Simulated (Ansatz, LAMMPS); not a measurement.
# Ionic liquid triethylsulfonium methanesulfonate with Li salt, from a frame at 450 K (189 atoms): geometry optimisation, part 2 of 3

How does ionic liquid triethylsulfonium methanesulfonate with Li salt, from a frame at 450 K (189 atoms) relax, and what do bonds, charges and levels look like afterwards?

Ansatz 0.2.0; Kohn-Sham DFT, PBE+D3(BJ), PAW (set soft_2), plane waves.

The cell: 43 C, 13 S, 111 H, 21 O and 1 Li. The network of contacts between molecules at the start is that of the classical potential that made the cell. The density was typed from a rule of thumb and may lie off the real one at this temperature. The Brillouin zone is sampled at Γ only, in a cell whose shortest periodic width is 12 Å.

So far. Step 3 (Single point at the start): The r.m.s. force component of 1.2 eV/Å and the pressure of 2.3 GPa set the starting point.

## 4. Relaxation

With the cell held, the atoms are moved downhill towards a nearby minimum.

Contents of input.yaml:

```yaml
crystal:
  lattice:
    - [12.42715, 0.0, 0.0]
    - [0.0, 12.42715, 0.0]
    - [0.0, 0.0, 12.42715]
  atoms:
    [... the 189 atom lines of step 3 ...]
kpoints:
  mp_grid: { grid: [1, 1, 1] }
hamiltonian:
  xc: pbe
  dispersion: d3bj
scf:
  occupations: { method: fixed }
output:
  forces: true
relax:
  f_tol: 0.05
  max_steps: 200
```

Command:

```
> ansatz run input.yaml --threads 4 --pin off --max-ram 8192MiB --backend cpu --events-out ev --progress --plain --runs-dir out
```

Numbers of over 12 decimals in the logs are rounded to 6 here.

The program printed:

```text
[...]
Crystal: 189 atoms, lattice volume = 1919.175 Å³
Basis set: ecut = 420 eV, 37529 PW (Γ), exchange–correlation on 180×180×180 points (8 copies of the dense FFT grid, shifted against one another)
Bands: 434, of which v1, the nominal top of the filled ones, is band 245 counted from 1 (244 counted from 0)
Symmetry: 1 space group operations
[...]
k-points: 1
[...]
SCF iter   1: F=—  HF=-36410.729873 eV  |F-HF|=—  |Δ(HF+E_count)|=         —  Δρ=5.86e-3  dr2=2.09e0  ethr=1.77e-3  ⟨swp⟩=5.0  Hψ=1442  notcnv=0  defer=186
[...]
SCF iter   3: F=—  HF=-36409.907116 eV  |F-HF|=—  |Δ(HF+E_count)|=   1.57e-1  Δρ=1.96e-3  dr2=1.21e-1  ethr=1.05e-4  ⟨swp⟩=3.0  Hψ=426  notcnv=0  defer=72
automatic band count: iteration 3 solves 319 bands in place of 434: the levels show a gap, and the empty bands left out lie too high to hold charge; the band table lists the bands solved (type scf.n_extra_bands for more)
SCF iter   4: F=—  HF=-36409.870324 eV  |F-HF|=—  |Δ(HF+E_count)|=   3.68e-2  Δρ=9.33e-4  dr2=1.90e-2  ethr=2.48e-5  ⟨swp⟩=2.0  Hψ=577  notcnv=0  defer=72
[...]
SCF iter   7: F=-36409.869346 eV  HF=-36409.869346 eV  |F-HF|=6.47e-7  |Δ(HF+E_count)|=   1.63e-5  Δρ=5.28e-5  dr2=4.96e-5  ethr=1.28e-8  ⟨swp⟩=3.0  Hψ=1188  notcnv=0
SCF 1 converged in 7 iterations: F = -36409.869346 eV  dr2 = 4.96e-5
[...]
relax step   1: F+E_penalty+E_count = -36409.86934650 eV  Δ(F+E_penalty+E_count) = +0.000e0 eV  max|allowed force component| = 4.781e0 eV/Å  Δτ_max = 0.0000 Å  (7 SCF iters, dr2 threshold 6.25e-5 eV, accepted)
[... from here on, the SCF cycles and remarks between the steps are left out ...]
relax step   2: F+E_penalty+E_count = -36419.99360155 eV  Δ(F+E_penalty+E_count) = -1.012e1 eV  max|allowed force component| = 3.226e0 eV/Å  Δτ_max = 0.1941 Å  (7 SCF iters, dr2 threshold 1.00e-4 eV, accepted)
relax step   3: F+E_penalty+E_count = -36422.40937091 eV  Δ(F+E_penalty+E_count) = -2.416e0 eV  max|allowed force component| = 1.861e0 eV/Å  Δτ_max = 0.1941 Å  (7 SCF iters, dr2 threshold 1.00e-4 eV, accepted)
relax step   4: F+E_penalty+E_count = -36423.25758839 eV  Δ(F+E_penalty+E_count) = -8.482e-1 eV  max|allowed force component| = 1.123e0 eV/Å  Δτ_max = 0.1939 Å  (7 SCF iters, dr2 threshold 1.00e-4 eV, accepted)
relax step   5: F+E_penalty+E_count = -36423.67772924 eV  Δ(F+E_penalty+E_count) = -4.201e-1 eV  max|allowed force component| = 2.935e-1 eV/Å  Δτ_max = 0.2000 Å  (7 SCF iters, dr2 threshold 1.00e-4 eV, accepted)
relax step   6: F+E_penalty+E_count = -36423.93449365 eV  Δ(F+E_penalty+E_count) = -2.568e-1 eV  max|allowed force component| = 2.625e-1 eV/Å  Δτ_max = 0.1975 Å  (8 SCF iters, dr2 threshold 5.88e-6 eV, accepted)
relax step   7: F+E_penalty+E_count = -36424.11002961 eV  Δ(F+E_penalty+E_count) = -1.755e-1 eV  max|allowed force component| = 4.048e-1 eV/Å  Δτ_max = 0.1943 Å  (8 SCF iters, dr2 threshold 4.71e-6 eV, accepted)
relax step   8: F+E_penalty+E_count = -36424.26806197 eV  Δ(F+E_penalty+E_count) = -1.580e-1 eV  max|allowed force component| = 4.863e-1 eV/Å  Δτ_max = 0.1953 Å  (6 SCF iters, dr2 threshold 1.00e-4 eV, accepted)
relax step   9: F+E_penalty+E_count = -36424.39387966 eV  Δ(F+E_penalty+E_count) = -1.258e-1 eV  max|allowed force component| = 5.404e-1 eV/Å  Δτ_max = 0.1950 Å  (6 SCF iters, dr2 threshold 1.00e-4 eV, accepted)
relax step  10: F+E_penalty+E_count = -36424.49047092 eV  Δ(F+E_penalty+E_count) = -9.659e-2 eV  max|allowed force component| = 5.781e-1 eV/Å  Δτ_max = 0.1902 Å  (7 SCF iters, dr2 threshold 1.00e-4 eV, accepted)
relax step  11: F+E_penalty+E_count = -36424.56200979 eV  Δ(F+E_penalty+E_count) = -7.154e-2 eV  max|allowed force component| = 6.377e-1 eV/Å  Δτ_max = 0.1923 Å  (7 SCF iters, dr2 threshold 1.00e-4 eV, accepted)
relax step  12: F+E_penalty+E_count = -36424.61757928 eV  Δ(F+E_penalty+E_count) = -5.557e-2 eV  max|allowed force component| = 6.439e-1 eV/Å  Δτ_max = 0.1945 Å  (6 SCF iters, dr2 threshold 1.00e-4 eV, accepted)
relax step  13: F+E_penalty+E_count = -36424.66546828 eV  Δ(F+E_penalty+E_count) = -4.789e-2 eV  max|allowed force component| = 4.483e-1 eV/Å  Δτ_max = 0.1347 Å  (6 SCF iters, dr2 threshold 1.00e-4 eV, accepted)
relax step  14: F+E_penalty+E_count = -36424.70850246 eV  Δ(F+E_penalty+E_count) = -4.303e-2 eV  max|allowed force component| = 2.039e-1 eV/Å  Δτ_max = 0.1952 Å  (6 SCF iters, dr2 threshold 9.74e-5 eV, accepted)
relax step  15: F+E_penalty+E_count = -36424.73588745 eV  Δ(F+E_penalty+E_count) = -2.738e-2 eV  max|allowed force component| = 2.496e-1 eV/Å  Δτ_max = 0.1953 Å  (8 SCF iters, dr2 threshold 8.60e-6 eV, accepted)
relax step  16: F+E_penalty+E_count = -36424.76129499 eV  Δ(F+E_penalty+E_count) = -2.541e-2 eV  max|allowed force component| = 3.227e-1 eV/Å  Δτ_max = 0.1718 Å  (7 SCF iters, dr2 threshold 1.29e-5 eV, accepted)
relax step  17: F+E_penalty+E_count = -36424.79153041 eV  Δ(F+E_penalty+E_count) = -3.024e-2 eV  max|allowed force component| = 3.522e-1 eV/Å  Δτ_max = 0.1947 Å  (6 SCF iters, dr2 threshold 1.00e-4 eV, accepted)
relax step  18: F+E_penalty+E_count = -36424.82242601 eV  Δ(F+E_penalty+E_count) = -3.090e-2 eV  max|allowed force component| = 2.914e-1 eV/Å  Δτ_max = 0.1949 Å  (6 SCF iters, dr2 threshold 1.00e-4 eV, accepted)
relax step  19: F+E_penalty+E_count = -36424.85406152 eV  Δ(F+E_penalty+E_count) = -3.164e-2 eV  max|allowed force component| = 2.384e-1 eV/Å  Δτ_max = 0.1988 Å  (6 SCF iters, dr2 threshold 5.81e-5 eV, accepted)
relax step  20: F+E_penalty+E_count = -36424.88301193 eV  Δ(F+E_penalty+E_count) = -2.895e-2 eV  max|allowed force component| = 2.046e-1 eV/Å  Δτ_max = 0.1951 Å  (6 SCF iters, dr2 threshold 3.80e-5 eV, accepted)
relax step  21: F+E_penalty+E_count = -36424.90382715 eV  Δ(F+E_penalty+E_count) = -2.082e-2 eV  max|allowed force component| = 2.848e-1 eV/Å  Δτ_max = 0.1952 Å  (7 SCF iters, dr2 threshold 2.80e-5 eV, accepted)
relax step  22: F+E_penalty+E_count = -36424.92222064 eV  Δ(F+E_penalty+E_count) = -1.839e-2 eV  max|allowed force component| = 2.302e-1 eV/Å  Δτ_max = 0.0937 Å  (6 SCF iters, dr2 threshold 5.97e-5 eV, accepted)
relax step  23: F+E_penalty+E_count = -36424.95250654 eV  Δ(F+E_penalty+E_count) = -3.029e-2 eV  max|allowed force component| = 1.523e-1 eV/Å  Δτ_max = 0.1954 Å  (6 SCF iters, dr2 threshold 3.46e-5 eV, accepted)
relax step  24: F+E_penalty+E_count = -36424.97311399 eV  Δ(F+E_penalty+E_count) = -2.061e-2 eV  max|allowed force component| = 1.513e-1 eV/Å  Δτ_max = 0.1950 Å  (7 SCF iters, dr2 threshold 1.02e-5 eV, accepted)
[...]
relax step  59: F+E_penalty+E_count = -36425.37269784 eV  Δ(F+E_penalty+E_count) = -4.925e-3 eV  max|allowed force component| = 3.263e-2 eV/Å  Δτ_max = 0.0580 Å  (9 SCF iters, accepted)
relax step  60: F+E_penalty+E_count = -36425.37735325 eV  Δ(F+E_penalty+E_count) = -4.655e-3 eV  max|allowed force component| = 8.198e-2 eV/Å  Δτ_max = 0.1088 Å  (10 SCF iters, accepted)
relax step  61: F+E_penalty+E_count = -36425.38006317 eV  Δ(F+E_penalty+E_count) = -2.710e-3 eV  max|allowed force component| = 9.171e-2 eV/Å  Δτ_max = 0.0586 Å  (9 SCF iters, accepted)
[...]
relax step  78: F+E_penalty+E_count = -36425.74123260 eV  Δ(F+E_penalty+E_count) = -1.132e-2 eV  max|allowed force component| = 3.905e-1 eV/Å  Δτ_max = 0.1229 Å  (6 SCF iters, dr2 threshold 5.50e-5 eV, accepted)
relax step  79: F+E_penalty+E_count = -36425.75636588 eV  Δ(F+E_penalty+E_count) = -1.513e-2 eV  max|allowed force component| = 4.388e-1 eV/Å  Δτ_max = 0.0845 Å  (5 SCF iters, dr2 threshold 1.00e-4 eV, accepted)
relax step  80: F+E_penalty+E_count = -36425.77275075 eV  Δ(F+E_penalty+E_count) = -1.638e-2 eV  max|allowed force component| = 3.776e-1 eV/Å  Δτ_max = 0.0939 Å  (5 SCF iters, dr2 threshold 1.00e-4 eV, accepted)
relax step  81: F+E_penalty+E_count = -36425.78793518 eV  Δ(F+E_penalty+E_count) = -1.518e-2 eV  max|allowed force component| = 3.120e-1 eV/Å  Δτ_max = 0.1507 Å  (6 SCF iters, dr2 threshold 1.00e-4 eV, accepted)
relax step  82: F+E_penalty+E_count = -36425.79338759 eV  Δ(F+E_penalty+E_count) = -5.452e-3 eV  max|allowed force component| = 4.154e-1 eV/Å  Δτ_max = 0.1951 Å  (6 SCF iters, dr2 threshold 6.64e-5 eV, accepted)
relax step  83: F+E_penalty+E_count = -36425.80467199 eV  Δ(F+E_penalty+E_count) = -1.128e-2 eV  max|allowed force component| = 3.220e-1 eV/Å  Δτ_max = 0.0271 Å  (5 SCF iters, dr2 threshold 1.00e-4 eV, accepted)
relax step  84: F+E_penalty+E_count = -36425.81449150 eV  Δ(F+E_penalty+E_count) = -9.820e-3 eV  max|allowed force component| = 6.515e-2 eV/Å  Δτ_max = 0.0546 Å  (5 SCF iters, dr2 threshold 6.23e-5 eV, accepted)
relax step  85: F+E_penalty+E_count = -36425.81979765 eV  Δ(F+E_penalty+E_count) = -5.306e-3 eV  max|allowed force component| = 1.090e-1 eV/Å  Δτ_max = 0.1035 Å  (9 SCF iters, accepted)
relax step  86: F+E_penalty+E_count = -36425.82351265 eV  Δ(F+E_penalty+E_count) = -3.715e-3 eV  max|allowed force component| = 1.030e-1 eV/Å  Δτ_max = 0.1075 Å  (9 SCF iters, accepted)
relax step  87: F+E_penalty+E_count = -36425.82674843 eV  Δ(F+E_penalty+E_count) = -3.236e-3 eV  max|allowed force component| = 4.587e-2 eV/Å  Δτ_max = 0.0180 Å  (5 SCF iters, dr2 threshold 9.47e-6 eV, accepted)
relax step  88: F+E_penalty+E_count = -36425.82675000 eV  Δ(F+E_penalty+E_count) = -1.574e-6 eV  max|allowed force component| = 4.624e-2 eV/Å  Δτ_max = 0.0000 Å  (4 SCF iters, accepted)
SCF converged after 4 iterations
Free energy (F): -36425.826750 eV
[...]
Internal energy: -36425.826750 eV  (E = F + TS)
E sigma→0 (E₀):  -36425.826750 eV
Fermi energy:    0.186184 eV
[...]
--- Forces (eV/Å), atoms counted from 1 ---
  atom   1  C     -0.00165760     0.00235634    -0.00444747
  atom   2  C      0.00214265     0.00343763     0.00002574
  atom   3  S     -0.00808931     0.00084589    -0.00222781
  atom   4  C     -0.00002830    -0.00579058     0.00325056
  atom   5  C      0.00523124     0.00218524    -0.00214563
  atom   6  C      0.00005088     0.00417213    -0.00391971
  atom   7  C      0.00439025    -0.00395007     0.00858026
  atom   8  H      0.00856409    -0.00342874     0.00500830
  atom   9  H     -0.00771911    -0.00425471     0.00494504
  atom  10  H      0.00010979    -0.00185833    -0.00689139
  atom  11  H     -0.00047294     0.00064136     0.00098196
  atom  12  H      0.00331156    -0.00015239    -0.00223050
  atom  13  H     -0.00202922     0.00153966    -0.00407431
  atom  14  H      0.00119650     0.00055603     0.00030761
[...]
atom 188  H      0.01085854    -0.00522930    -0.01636228
  atom 189  Li    -0.00183645    -0.00022705    -0.00489082
  max |Σ_I F_I| component: 5.78e-5 eV/Å
--- Relaxed structure (88 steps of the walk, 88 accepted, 0 SCFs on fresh bases) ---
  F+E_penalty+E_count = -36425.82675000 eV   max|allowed force component| = 4.624e-2 eV/Å
  atoms:
    - { symbol: C, position: [0.068721, 0.133566, 0.398974] }
    - { symbol: C, position: [0.054878, 0.012005, 0.399295] }
    - { symbol: S, position: [0.168806, 0.946168, 0.463666] }
    - { symbol: C, position: [0.142064, 0.804431, 0.440234] }
[...]
- { symbol: Li, position: [0.110938, 0.235457, -0.020518] }
```

Run time: 6.6 min. Hardware: 4 threads of AMD EPYC 9R45, shared host; peak memory 2.5 GiB; 24 min of CPU time.

Relaxation path (22 of 88):

| step | energy less that of the first step (eV) | largest force component (eV/Å) |
| --- | --- | --- |
| 1 | 0.0000 | 4.7814 |
| 5 | -13.8084 | 0.2935 |
| 9 | -14.5245 | 0.5404 |
| 13 | -14.7961 | 0.4483 |
| 18 | -14.9531 | 0.2914 |
| 22 | -15.0529 | 0.2302 |
| 26 | -15.1380 | 0.1650 |
| 30 | -15.1750 | 0.1480 |
| 34 | -15.2024 | 0.2598 |
| 38 | -15.2511 | 0.2355 |
| 42 | -15.3057 | 0.3951 |
| 47 | -15.3790 | 0.3355 |
| 51 | -15.4321 | 0.1253 |
| 55 | -15.4789 | 0.1965 |
| 59 | -15.5034 | 0.0326 |
| 63 | -15.5205 | 0.1168 |
| 67 | -15.5613 | 0.7069 |
| 71 | -15.6696 | 0.6173 |
| 76 | -15.8297 | 0.2267 |
| 80 | -15.9034 | 0.3776 |
| 84 | -15.9451 | 0.0652 |
| 88 | -15.9574 | 0.0462 |

The atoms that moved most (Å):

| atom | dx | dy | dz | length |
| --- | --- | --- | --- | --- |
| H8 | -3.661 | -0.853 | 0.650 | 3.815 |
| H118 | -1.719 | -1.156 | 2.591 | 3.317 |
| H9 | -3.080 | 0.179 | -0.024 | 3.086 |
| C1 | -2.933 | -0.435 | 0.314 | 2.982 |
| H10 | -2.871 | -0.556 | 0.254 | 2.935 |
| H130 | 2.479 | 1.003 | 1.032 | 2.867 |
| H88 | 2.628 | 0.386 | -0.941 | 2.818 |
| H120 | -1.399 | -1.003 | 2.172 | 2.772 |

The relaxation changed the energy by -84.4 meV/atom, and atoms moved by 1.5 Å r.m.s., 3.8 Å at most.

## 5. Local order after relaxation

Bonds before and after, by the cutoffs listed below:

| pair | bonds before | bonds after | mean before (Å) | mean after (Å) | spread before (Å) | spread after (Å) |
| --- | --- | --- | --- | --- | --- | --- |
| H-C | 111 | 111 | 1.096 | 1.097 | 0.039 | 0.002 |
| C-C | 18 | 18 | 1.516 | 1.519 | 0.040 | 0.002 |
| C-S | 25 | 25 | 1.815 | 1.813 | 0.052 | 0.015 |
| O-S | 21 | 21 | 1.457 | 1.481 | 0.023 | 0.005 |
| O-Li | 4 | 4 | 1.916 | 1.989 | 0.032 | 0.040 |

Density 1.20 g/cm³, 10.15 Å³ an atom.

g(r), total and by pair (bins of 0.2 Å):

| r (Å) | total | H-H | H-C | H-O | H-S | H-Li | C-C |
| --- | --- | --- | --- | --- | --- | --- | --- |
| 1.00 | 3.70 | 0.00 | 13.85 | 0.00 | 0.00 | 0.00 | 0.00 |
| 1.20 | 0.37 | 0.00 | 1.39 | 0.00 | 0.00 | 0.00 | 0.00 |
| 1.40 | 0.41 | 0.00 | 0.00 | 0.00 | 0.00 | 0.00 | 0.00 |
| 1.60 | 0.33 | 0.00 | 0.00 | 0.00 | 0.00 | 0.00 | 6.40 |
| 1.80 | 1.58 | 3.63 | 0.00 | 0.00 | 0.00 | 0.00 | 0.00 |
| 2.00 | 0.09 | 0.00 | 0.00 | 0.38 | 0.00 | 0.00 | 0.00 |
| 2.20 | 1.06 | 0.32 | 3.06 | 1.00 | 0.00 | 0.00 | 0.00 |
| 2.40 | 1.16 | 1.29 | 0.00 | 1.03 | 5.39 | 0.00 | 0.00 |
| 2.60 | 0.92 | 1.86 | 0.07 | 0.97 | 0.00 | 0.00 | 0.00 |
| 2.80 | 0.95 | 0.65 | 0.78 | 2.43 | 0.19 | 0.00 | 1.74 |
| 3.00 | 0.90 | 0.85 | 1.06 | 0.66 | 2.58 | 2.34 | 0.10 |
| 3.20 | 0.94 | 0.97 | 1.06 | 0.51 | 1.03 | 2.07 | 0.31 |
| 3.40 | 0.84 | 0.70 | 0.90 | 0.79 | 1.14 | 1.19 | 0.64 |
| 3.60 | 0.94 | 0.87 | 0.74 | 1.74 | 0.86 | 0.00 | 0.70 |
| 3.80 | 1.03 | 0.95 | 1.11 | 1.02 | 1.20 | 0.46 | 0.92 |
| 4.00 | 0.94 | 0.98 | 0.80 | 1.06 | 0.79 | 0.86 | 1.48 |
| 4.20 | 1.02 | 0.95 | 1.06 | 1.13 | 0.57 | 0.40 | 1.64 |
| 4.40 | 1.08 | 1.01 | 1.25 | 1.17 | 0.84 | 1.43 | 1.06 |
| 4.60 | 1.11 | 1.08 | 1.24 | 1.02 | 1.09 | 1.61 | 1.05 |
| 4.80 | 1.08 | 1.19 | 1.07 | 1.02 | 1.11 | 1.22 | 1.15 |
| 5.00 | 1.01 | 1.04 | 1.01 | 1.10 | 1.07 | 1.09 | 1.06 |
| 5.20 | 1.05 | 1.04 | 0.99 | 0.89 | 1.14 | 1.02 | 1.07 |
| 5.40 | 1.00 | 0.99 | 1.00 | 0.74 | 0.97 | 0.71 | 1.44 |
| 5.60 | 1.02 | 1.00 | 0.89 | 0.89 | 1.27 | 1.31 | 1.14 |
| 5.80 | 1.00 | 0.95 | 1.03 | 1.12 | 0.92 | 0.62 | 0.78 |
| 6.00 | 1.01 | 1.06 | 1.06 | 0.98 | 0.79 | 0.38 | 0.92 |

Bonds by pair of elements; cutoffs follow the first minimum of g(r), held within bounds set by covalent radii, and pairs that aren't listed don't count as bonded:

| pair A-B | cutoff (Å) | bonds | mean length (Å) | spread (Å) | shortest (Å) | B about A | A about B |
| --- | --- | --- | --- | --- | --- | --- | --- |
| H-C | 1.34 | 111 | 1.10 | 0.002 | 1.09 | 1 | 2.58 |
| C-C | 1.85 | 18 | 1.52 | 0.002 | 1.52 | 0.837 | 0.837 |
| C-S | 2.21 | 25 | 1.81 | 0.015 | 1.78 | 0.581 | 1.92 |
| O-S | 1.88 | 21 | 1.48 | 0.005 | 1.47 | 1 | 1.61 |
| O-Li | 2.48 | 4 | 1.99 | 0.04 | 1.96 | 0.19 | 4 |

How many atoms have how many bonded neighbours:

| element | mean | 1 | 2 | 3 | 4 |
| --- | --- | --- | --- | --- | --- |
| C | 4 | 0 | 0 | 0 | 43 |
| H | 1 | 111 | 0 | 0 | 0 |
| Li | 4 | 0 | 0 | 0 | 1 |
| O | 1.19 | 17 | 4 | 0 | 0 |
| S | 3.54 | 0 | 0 | 6 | 7 |

Bond angles, per cent of each kind in bins of 5°:

| angle (°) | H-C-H | C-C-H | H-C-S | O-S-O | C-S-O |
| --- | --- | --- | --- | --- | --- |
| 100–105 | 0.0 | 0.0 | 26.3 | 0.0 | 9.5 |
| 105–110 | 78.5 | 22.2 | 71.9 | 0.0 | 90.5 |
| 110–115 | 21.5 | 77.8 | 1.8 | 100.0 | 0.0 |

Bond angles (no mean is given where the spread exceeds 20°):

| angle | count | mean (°) | spread (°) |
| --- | --- | --- | --- |
| H-C-H | 93 | 109 | 1.3 |
| C-C-H | 90 | 111 | 2 |
| H-C-S | 57 | 106 | 2.1 |
| O-S-O | 21 | 113 | 0.5 |
| C-S-O | 21 | 106 | 0.7 |

Bond length by coordination (bonds to H left out):

| element | coordination | atoms | mean bond length (Å) |
| --- | --- | --- | --- |
| O | 1 | 17 | 1.48 |
| O | 2 | 4 | 1.74 |
| S | 3 | 6 | 1.82 |
| S | 4 | 7 | 1.56 |

By these cutoffs all C atoms have 4, all H atoms have 1, all Li atoms have 4 and 81 % of O atoms have 1 bonded neighbour. The H-C-H angle averages 109° with a spread of 1.3°.

(Continued in part 3 of 3.)

[Logs are printed without paths, hosts, clocks, repeated set-up lines and the standing remarks that a program may print on its own settings, such as how far it seeks lower states.]

[Hosts, paths, dates, database ids (printed as entryN), source tags and the programs' standing remarks are cut or masked in the printed files.]
